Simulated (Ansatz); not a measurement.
## Mo wire along [111], 24 atoms a period: bands along the axis

Wanted: the relaxed geometry and the bands of the Mo wire along [111], 24 atoms a period.

Method: DFT PBE, plane waves, PAW; relaxation of a wire's period; PAW set soft_1, in the first sound run; inputs show where later runs differ, in Ansatz 0.2.0.

### Step 1. The starting structure

The cell holds 24 atoms: 24 Mo. Cell: a = 17.972 Å, b = 18.411 Å, c = 2.737 Å, α = 90.0°, β = 90.0°, γ = 90.0°. Vacuum lies along a and b. The structure's axis is c.

### Step 2. Relaxation of atoms and period

Band widths follow the bond lengths, so the wire is relaxed first. The atoms and the third cell vector are free; the box across stays fixed as vacuum. A Fermi-Dirac smearing is set since the result may be a metal. The pressure printed is a third of the stress's trace over the whole box, vacuum included; only the stress along the axis is relaxed.

Input file input.yaml:

```yaml
crystal:
  lattice:
    - [17.972, 0.0, 0.0]
    - [0.0, 18.411, 0.0]
    - [0.0, 0.0, 2.736640276]
  atoms:
    - { symbol: Mo, position: [0.189183174, 0.464953473, 0.0] }
    - { symbol: Mo, position: [0.3135131, 0.675164423, 0.0] }
    - { symbol: Mo, position: [0.437843026, 0.464953473, 0.0] }
    - { symbol: Mo, position: [0.562172952, 0.675164423, 0.0] }
    - { symbol: Mo, position: [0.189183174, 0.605094106, 0.333333333] }
    - { symbol: Mo, position: [0.3135131, 0.394883156, 0.333333333] }
    - { symbol: Mo, position: [0.437843026, 0.184672207, 0.333333333] }
    - { symbol: Mo, position: [0.437843026, 0.605094106, 0.333333333] }
    - { symbol: Mo, position: [0.562172952, 0.394883156, 0.333333333] }
    - { symbol: Mo, position: [0.562172952, 0.815305056, 0.333333333] }
    - { symbol: Mo, position: [0.686502877, 0.605094106, 0.333333333] }
    - { symbol: Mo, position: [0.810832803, 0.394883156, 0.333333333] }
    - { symbol: Mo, position: [0.189183174, 0.32481284, 0.666666667] }
    - { symbol: Mo, position: [0.3135131, 0.53502379, 0.666666667] }
    - { symbol: Mo, position: [0.437843026, 0.32481284, 0.666666667] }
    - { symbol: Mo, position: [0.437843026, 0.745234739, 0.666666667] }
    - { symbol: Mo, position: [0.562172952, 0.53502379, 0.666666667] }
    - { symbol: Mo, position: [0.686502877, 0.32481284, 0.666666667] }
    - { symbol: Mo, position: [0.686502877, 0.745234739, 0.666666667] }
    - { symbol: Mo, position: [0.810832803, 0.53502379, 0.666666667] }
    - { symbol: Mo, position: [0.3135131, 0.254742523, 0.0] }
    - { symbol: Mo, position: [0.562172952, 0.254742523, 0.0] }
    - { symbol: Mo, position: [0.686502877, 0.464953473, 0.0] }
    - { symbol: Mo, position: [0.810832803, 0.675164423, 0.0] }
kpoints:
  mp_grid: { grid: [1, 1, 30] }
scf:
  occupations: { method: fermi_dirac, width: 0.05 }
hamiltonian:
  xc: pbe
  pseudopotentials: { kind: paw, azcp: { folder: soft_1 } }
relax:
  cell: { fix: [a, b, alpha, beta, gamma] }
  max_steps: 45
  f_tol: 0.03
```

Launch:

```sh
ansatz run input.yaml --threads 4 --pin off --max-ram 16384MiB --backend cpu --events-out ev --progress --plain --runs-dir out
```

Numbers of over 12 decimals in the logs are rounded to 6 here.

Output:

```text
Engine: ansatz 0.2.0, aarch64-unknown-linux-gnu
Pseudopotentials: kind: paw
Pseudopotential: Mo, paw, valence charge 14, recommended cutoff 420 eV (normal), soft_1/Mo.paw.azcp
Functional definition: PBE
  parameter kappa = 0.804
  parameter beta = 0.066725
  exchange = pbe_x(kappa = kappa, mu = beta*pi^2/3)
  correlation = pbe_c(beta = beta)
Crystal: 24 atoms, lattice volume = 905.506 Å³
Basis set: ecut = 420 eV, 17777 PW (Γ), exchange–correlation on 250×250×40 points (8 copies of the dense FFT grid, shifted against one another)
Bands: 202, of which v1, the nominal top of the filled ones, is band 168 counted from 1 (167 counted from 0)
Symmetry: 2 space group operations
Space group: P-1 (ITA 2), of the structure as read, at distance tolerance 9.7e-5 Å
k-points: 16 of 30
Non-local potential: Mo, projectors of the file, l = 0: 3, l = 1: 2, l = 2: 2, l = 3: 1
PAW form: soft (Blöchl's): semilocal exchange-correlation on the pseudo side does not see the compensation charge
PAW one-centre angular grid: Mo, 590 points (default); XC on 64 Gauss nodes
Initial density: superposition of atomic densities (neutral atoms: chi_scale 0, normalization atom)
Initial wavefunctions: pseudopotential atomic-orbital guess
Functional: x = pbe(κ = 0.804, μ = 0.219515), c = pbe(β = 0.066725)
SCF iter   1: F=—  HF=-118943.789936 eV  |F-HF|=—  |Δ(HF+E_count)|=         —  Δρ=6.91e-2  dr2=1.97e2  ethr=3.10e-3  ⟨swp⟩=9.4  Hψ=15243  notcnv=0
preconditioner: auto → LDOS  [metal: Δε(μ)=0.010 eV  Ē_g=4.089 eV  σ=0.050 eV  W_gap=0.05  n_scr=142 (ndim 8)  ℏωp=14.8 eV  f_vac=0.460  D(μ)=29.05/eV (n_scr^D=172)  β→1.0]
SCF iter   2: F=—  HF=-118931.243799 eV  |F-HF|=—  |Δ(HF+E_count)|=    1.25e1  Δρ=4.82e-2  dr2=6.84e1  ethr=3.10e-3  ⟨swp⟩=4.3  Hψ=9001  notcnv=0  defer=33
SCF iter   3: F=—  HF=-118923.142627 eV  |F-HF|=—  |Δ(HF+E_count)|=    8.10e0  Δρ=1.01e-2  dr2=2.90e0  ethr=3.10e-3  ⟨swp⟩=3.8  Hψ=7923  notcnv=0  defer=30
SCF iter   4: F=—  HF=-118922.577010 eV  |F-HF|=—  |Δ(HF+E_count)|=   5.66e-1  Δρ=3.27e-3  dr2=1.29e-1  ethr=8.64e-4  ⟨swp⟩=3.7  Hψ=6927  notcnv=0  defer=30
SCF iter   5: F=—  HF=-118922.574916 eV  |F-HF|=—  |Δ(HF+E_count)|=   2.09e-3  Δρ=1.33e-3  dr2=4.12e-2  ethr=3.83e-5  ⟨swp⟩=2.6  Hψ=6273  notcnv=0  defer=30
SCF iter   6: F=—  HF=-118922.572812 eV  |F-HF|=—  |Δ(HF+E_count)|=   2.10e-3  Δρ=4.23e-4  dr2=4.52e-3  ethr=1.23e-5  ⟨swp⟩=2.1  Hψ=4565  notcnv=0  defer=30
SCF iter   7: F=—  HF=-118922.572969 eV  |F-HF|=—  |Δ(HF+E_count)|=   1.58e-4  Δρ=1.72e-4  dr2=9.80e-4  ethr=1.35e-6  ⟨swp⟩=2.8  Hψ=5496  notcnv=0  defer=30
SCF iter   8: F=—  HF=-118922.573002 eV  |F-HF|=—  |Δ(HF+E_count)|=   3.29e-5  Δρ=8.16e-5  dr2=1.78e-4  ethr=2.92e-7  ⟨swp⟩=2.4  Hψ=5168  notcnv=0  defer=30
SCF iter   9: F=—  HF=-118922.572995 eV  |F-HF|=—  |Δ(HF+E_count)|=   7.39e-6  Δρ=2.59e-5  dr2=9.58e-6  ethr=5.29e-8  ⟨swp⟩=2.4  Hψ=4999  notcnv=0  defer=30
SCF iter  10: F=—  HF=-118922.571027 eV  |F-HF|=—  |Δ(HF+E_count)|=   1.97e-3  Δρ=1.14e-5  dr2=2.04e-6  ethr=2.85e-9  ⟨swp⟩=3.1  Hψ=5825  notcnv=0  defer=30
SCF iter  11: F=—  HF=-118922.571028 eV  |F-HF|=—  |Δ(HF+E_count)|=   4.22e-7  Δρ=4.74e-6  dr2=3.88e-7  ethr=6.07e-10  ⟨swp⟩=2.4  Hψ=5345  notcnv=0  defer=30
SCF iter  12: F=-118922.571028 eV  HF=-118922.571028 eV  |F-HF|=2.92e-8  |Δ(HF+E_count)|=   1.50e-7  Δρ=1.43e-6  dr2=6.42e-8  ethr=2.98e-11  ⟨swp⟩=5.1  Hψ=11074  notcnv=0
SCF 1 converged in 12 iterations: F = -118922.571028 eV  dr2 = 6.42e-8
  greatest PAW one-centre occupation: 0.999 electrons in one spin orbital (limit 2), on the Mo atom at site 8 (counted from 0), in its partial waves of l = 0
relax step   1: F+E_penalty+E_count = -118922.57102803 eV  Δ(F+E_penalty+E_count) = +0.000e0 eV  max|allowed force component| = 1.616e0 eV/Å  Δτ_max = 0.0000 Å  P = -5.553 GPa  Ω = 905.506 Å³  fix = [a, b, alpha, beta, gamma]  reactions: a -5.238, b -4.973 GPa; alpha -0.112, beta -0.189, gamma +0.204 GPa/rad  (12 SCF iters, dr2 threshold 1.00e-7 eV, accepted)
Crystal: 24 atoms, lattice volume = 869.935 Å³
Basis set: ecut = 420 eV, 17081 PW (Γ), exchange–correlation on 250×250×40 points (8 copies of the dense FFT grid, shifted against one another)
Initial density: handed on by an earlier stage of this run
Initial wavefunctions: those handed on with the density
iter 1 solved again at ethr=1.98e-3 eV; its pass at ethr=3.10e-3 eV (dr2=6.64e0 eV) is discarded
SCF iter   1: F=—  HF=-118924.071979 eV  |F-HF|=—  |Δ(HF+E_count)|=         —  Δρ=1.66e-2  dr2=6.73e0  ethr=1.98e-3  ⟨swp⟩=1.6  Hψ=19208  notcnv=0
preconditioner: auto → LDOS  [metal: Δε(μ)=0.020 eV  Ē_g=3.960 eV  σ=0.050 eV  W_gap=0.10  n_scr=140 (ndim 8)  ℏωp=15.1 eV  f_vac=0.487  D(μ)=24.57/eV (n_scr^D=136)  β→1.0]
SCF iter   2: F=—  HF=-118923.867988 eV  |F-HF|=—  |Δ(HF+E_count)|=   2.04e-1  Δρ=7.96e-3  dr2=2.08e0  ethr=1.98e-3  ⟨swp⟩=3.9  Hψ=5656  notcnv=0  defer=3
SCF iter   3: F=—  HF=-118923.637404 eV  |F-HF|=—  |Δ(HF+E_count)|=   2.31e-1  Δρ=2.60e-3  dr2=1.97e-1  ethr=6.19e-4  ⟨swp⟩=3.3  Hψ=5934  notcnv=0  defer=87
SCF iter   4: F=—  HF=-118923.601211 eV  |F-HF|=—  |Δ(HF+E_count)|=   3.62e-2  Δρ=7.03e-4  dr2=9.87e-3  ethr=5.87e-5  ⟨swp⟩=2.8  Hψ=5732  notcnv=0  defer=87
SCF iter   5: F=—  HF=-118923.601961 eV  |F-HF|=—  |Δ(HF+E_count)|=   7.51e-4  Δρ=2.09e-4  dr2=6.29e-4  ethr=2.94e-6  ⟨swp⟩=2.6  Hψ=4553  notcnv=0  defer=87
SCF iter   6: F=—  HF=-118923.600464 eV  |F-HF|=—  |Δ(HF+E_count)|=   1.50e-3  Δρ=8.18e-5  dr2=1.35e-4  ethr=1.87e-7  ⟨swp⟩=2.9  Hψ=6122  notcnv=0  defer=87
SCF iter   7: F=—  HF=-118923.600497 eV  |F-HF|=—  |Δ(HF+E_count)|=   3.29e-5  Δρ=3.24e-5  dr2=1.63e-5  ethr=4.03e-8  ⟨swp⟩=2.2  Hψ=5093  notcnv=0  defer=87
SCF iter   8: F=-118923.600504 eV  HF=-118923.600504 eV  |F-HF|=4.63e-7  |Δ(HF+E_count)|=   6.81e-6  Δρ=9.72e-6  dr2=1.38e-6  ethr=7.14e-10  ⟨swp⟩=6.1  Hψ=12839  notcnv=0
SCF 2 converged in 8 iterations: F = -118923.600504 eV  dr2 = 1.38e-6
  greatest PAW one-centre occupation: 0.999 electrons in one spin orbital (limit 2), on the Mo atom at site 14 (counted from 0), in its partial waves of l = 0
relax step   2: F+E_penalty+E_count = -118923.60050435 eV  Δ(F+E_penalty+E_count) = -1.029e0 eV  max|allowed force component| = 1.251e0 eV/Å  Δτ_max = 0.1948 Å  P = +3.404 GPa  Ω = 869.935 Å³  energy of the carried Pulay correction = +3.612e-3 eV  fix = [a, b, alpha, beta, gamma]  reactions: a +2.572, b +2.861 GPa; alpha -0.132, beta -0.232, gamma +0.200 GPa/rad  (8 SCF iters, dr2 threshold 2.40e-6 eV, accepted)
Crystal: 24 atoms, lattice volume = 885.482 Å³
[...]
relax step   6: F+E_penalty+E_count = -118924.19990868 eV  Δ(F+E_penalty+E_count) = -1.158e-3 eV  max|allowed force component| = 1.237e-2 eV/Å  Δτ_max = 0.0090 Å  P = -0.018 GPa  Ω = 885.936 Å³  energy of the carried Pulay correction = +1.969e-3 eV  fix = [a, b, alpha, beta, gamma]  reactions: a -0.078, b -0.003 GPa; alpha -0.004, beta -0.009, gamma +0.019 GPa/rad  (6 SCF iters, dr2 threshold 1.82e-7 eV, accepted)
Basis set: ecut = 420 eV, 17397 PW (Γ), exchange–correlation on 250×250×36 points (8 copies of the dense FFT grid, shifted against one another)
Initial wavefunctions: pseudopotential atomic-orbital guess (no wavefunctions were taken with the density)
iter 1 solved again at ethr=5.24e-8 eV; its pass at ethr=3.10e-3 eV (dr2=1.76e-4 eV) is discarded
SCF iter   1: F=—  HF=-118924.198536 eV  |F-HF|=—  |Δ(HF+E_count)|=         —  Δρ=3.54e-5  dr2=1.87e-6  ethr=5.24e-8  ⟨swp⟩=6.1  Hψ=27074  notcnv=0
preconditioner: auto → LDOS  [metal: Δε(μ)=0.016 eV  Ē_g=3.786 eV  σ=0.050 eV  W_gap=0.08  n_scr=140 (ndim 8)  ℏωp=15.0 eV  f_vac=0.483  D(μ)=22.74/eV (n_scr^D=120)  β→1.0]
SCF iter   2: F=—  HF=-118924.197713 eV  |F-HF|=—  |Δ(HF+E_count)|=   8.23e-4  Δρ=6.53e-6  dr2=3.41e-7  ethr=5.57e-10  ⟨swp⟩=3.3  Hψ=6888  notcnv=0
SCF iter   3: F=—  HF=-118924.197713 eV  |F-HF|=—  |Δ(HF+E_count)|=   6.08e-8  Δρ=2.72e-6  dr2=1.76e-7  ethr=1.01e-10  ⟨swp⟩=2.8  Hψ=6441  notcnv=0
SCF iter   4: F=—  HF=-118924.197713 eV  |F-HF|=—  |Δ(HF+E_count)|=   3.82e-8  Δρ=8.47e-7  dr2=6.31e-9  ethr=5.24e-11  ⟨swp⟩=2.8  Hψ=5321  notcnv=0
SCF iter   5: F=—  HF=-118924.197713 eV  |F-HF|=—  |Δ(HF+E_count)|=   1.86e-9  Δρ=1.92e-7  dr2=7.21e-10  ethr=1.88e-12  ⟨swp⟩=3.2  Hψ=7503  notcnv=0
SCF iter   6: F=-118924.197713 eV  HF=-118924.197713 eV  |F-HF|=1.46e-10  |Δ(HF+E_count)|=  2.91e-11  Δρ=6.56e-8  dr2=7.11e-11  ethr=1.00e-12  ⟨swp⟩=5.3  Hψ=11317  notcnv=0
SCF 7 converged in 6 iterations: F = -118924.197713 eV  dr2 = 7.11e-11
relax step   7: F+E_penalty+E_count = -118924.19771307 eV  Δ(F+E_penalty+E_count) = +2.196e-3 eV  max|allowed force component| = 1.237e-2 eV/Å  Δτ_max = 0.0000 Å  P = -0.016 GPa  Ω = 885.936 Å³  fix = [a, b, alpha, beta, gamma]  reactions: a -0.075, b -0.001 GPa; alpha -0.004, beta -0.009, gamma +0.019 GPa/rad  stress off target by 2.82e-2 GPa on what of the cell is left free  SCF on the basis re-selected at this cell (its energy is not comparable with the rows above)  (6 SCF iters)
basis re-selected at this cell: Δ(F+E_penalty+E_count) = +2.196e-3 eV, ΔP = +0.003 GPa vs the last step (what re-selecting the basis moved, of the pressure what is left beyond the Pulay correction that the steps carried, after the strain that the cell walked since its last selection, with what the two solves' SCF thresholds leave and, on support functions, any second-order correction that the steps lacked; it is no measure of the basis error at this ecutwfc). The dense FFT grid was sized anew with the basis: this SCF ran on 125×125×18 points, the steps before it on 125×125×20, so part of this shift can come from that change (see relax.cell in the input reference). [rest of the remark cut]
SCF converged after 6 iterations
Free energy (F): -118924.197713 eV
Harris-Foulkes:  -118924.197713 eV  (|F-HF|=1.46e-10)
Internal energy: -118924.006884 eV  (E = F + TS)
E sigma→0 (E₀):  -118924.102298 eV
Entropy (-TS):   -0.190829 eV (-7.951 meV/atom)
Fermi energy:    6.533097 eV
--- Per-component energies (eV) ---
  E_band       = -6169.881283
  E_kinetic    = 10129.157270
  E_local      = -223549.172905  (includes V_loc(G=0)·N_el)
  E_nonlocal   = 3582.928863
  E_hartree    = 106382.062324
  E_xc         = -4212.299576
  E_vxc        = -5249.290774  (∫ρ·V_xc dr)
  E_paw        = -77092.353039  (= ΣΔE_a)
  E_vpaw       = -3847.630706  (= ΣTr[D̂ρ^β])
  E_aug_tail   = 0.001205  (compensation charges beyond the density's cutoff)
  E_ewald      = 65835.668973
  E_smearing   = -0.190829  (= −TS)
  E_closure    = 0.000000  (closes the sum)
  Σ components = -118924.197713   (vs F -118924.197713, Δ=0.00e0)
--- Forces (eV/Å), atoms counted from 1 ---
  atom   1  Mo     0.00524175     0.01055668     0.00393828
  atom   2  Mo     0.00172679    -0.00022747    -0.00585126
  atom   3  Mo     0.00391214     0.00174037     0.00168711
  atom   4  Mo    -0.00560197    -0.00026612    -0.01236870
  atom   5  Mo    -0.00002729     0.00159965    -0.00971884
  atom   6  Mo    -0.00165264    -0.00073452    -0.00440849
  atom   7  Mo     0.00054898    -0.00120572    -0.00999431
  atom   8  Mo     0.00403516    -0.00634750    -0.00040402
  atom   9  Mo    -0.00403516     0.00634750     0.00040402
  atom  10  Mo    -0.00054898     0.00120572     0.00999431
  atom  11  Mo     0.00165264     0.00073452     0.00440849
  atom  12  Mo     0.00002729    -0.00159965     0.00971884
  atom  13  Mo    -0.00256048    -0.00218947    -0.00271983
  atom  14  Mo     0.00267221     0.00450292     0.01122926
  atom  15  Mo     0.00560197     0.00026612     0.01236870
  atom  16  Mo     0.00064949    -0.00177200     0.00607805
  atom  17  Mo    -0.00391214    -0.00174037    -0.00168711
  atom  18  Mo    -0.00172679     0.00022747     0.00585126
  atom  19  Mo    -0.01160238     0.00058589    -0.00346457
  atom  20  Mo    -0.00524175    -0.01055668    -0.00393828
  atom  21  Mo     0.01160238    -0.00058589     0.00346457
  atom  22  Mo    -0.00064949     0.00177200    -0.00607805
  atom  23  Mo    -0.00267221    -0.00450292    -0.01122926
  atom  24  Mo     0.00256048     0.00218947     0.00271983
  max |Σ_I F_I| component: 2.17e-18 eV/Å
--- Stress (GPa, compression-positive) ---
       -0.075080      -0.019354       0.008656
       -0.019354      -0.000581       0.003871
        0.008656       0.003871       0.028220
  P = ⅓ Tr σ = -0.0158 GPa (-0.158 kbar)
--- Relaxed structure (6 steps of the walk, 6 accepted, 1 SCFs on fresh bases) ---
  F+E_penalty+E_count = -118924.19771307 eV   max|allowed force component| = 1.237e-2 eV/Å   (the final SCF, on the basis selected at the relaxed cell)
  cell:  # Å, volume = 885.9358 Å³
    - [17.972, 0, 0]
    - [0, 18.411, 0]
    - [0, 0, 2.677494]
  atoms:
    - { symbol: Mo, position: [0.192506, 0.466096, -0.00689649] }
    - { symbol: Mo, position: [0.315413, 0.674518, 0.00967172] }
    - { symbol: Mo, position: [0.438471, 0.465374, -0.00986438] }
    - { symbol: Mo, position: [0.561966, 0.676059, 0.00854323] }
    - { symbol: Mo, position: [0.198336, 0.601997, 0.325082] }
    - { symbol: Mo, position: [0.312085, 0.394173, 0.323533] }
    - { symbol: Mo, position: [0.439480, 0.194173, 0.324817] }
    - { symbol: Mo, position: [0.436656, 0.607117, 0.333408] }
    - { symbol: Mo, position: [0.563344, 0.392860, 0.333258] }
    - { symbol: Mo, position: [0.560520, 0.805804, 0.341849] }
    - { symbol: Mo, position: [0.687915, 0.605804, 0.343134] }
    - { symbol: Mo, position: [0.801664, 0.397981, 0.341585] }
    - { symbol: Mo, position: [0.197847, 0.329821, 0.636425] }
    - { symbol: Mo, position: [0.312759, 0.535809, 0.658391] }
    - { symbol: Mo, position: [0.438034, 0.323918, 0.658123] }
    - { symbol: Mo, position: [0.437535, 0.743329, 0.657075] }
    - { symbol: Mo, position: [0.561529, 0.534603, 0.676531] }
    - { symbol: Mo, position: [0.684587, 0.325459, 0.656995] }
    - { symbol: Mo, position: [0.684014, 0.742886, 0.673429] }
    - { symbol: Mo, position: [0.807494, 0.533881, 0.673563] }
    - { symbol: Mo, position: [0.315986, 0.257091, -0.00676194] }
    - { symbol: Mo, position: [0.562465, 0.256648, 0.00959216] }
    - { symbol: Mo, position: [0.687241, 0.464168, 0.00827524] }
    - { symbol: Mo, position: [0.802153, 0.670156, 0.030242] }
```

The job ended after 12 min (4 threads of Arm Neoverse V1, shared host; peak memory 4.6 GiB; 46 min of CPU time).

(Continued in part 2 of 2.)

[Logs are printed without paths, hosts, clocks, repeated set-up lines and the standing remarks that a program may print on its own settings, such as how far it seeks lower states.]

[Hosts, paths, dates, database ids (printed as entryN), source tags and the programs' standing remarks are cut or masked in the printed files.]
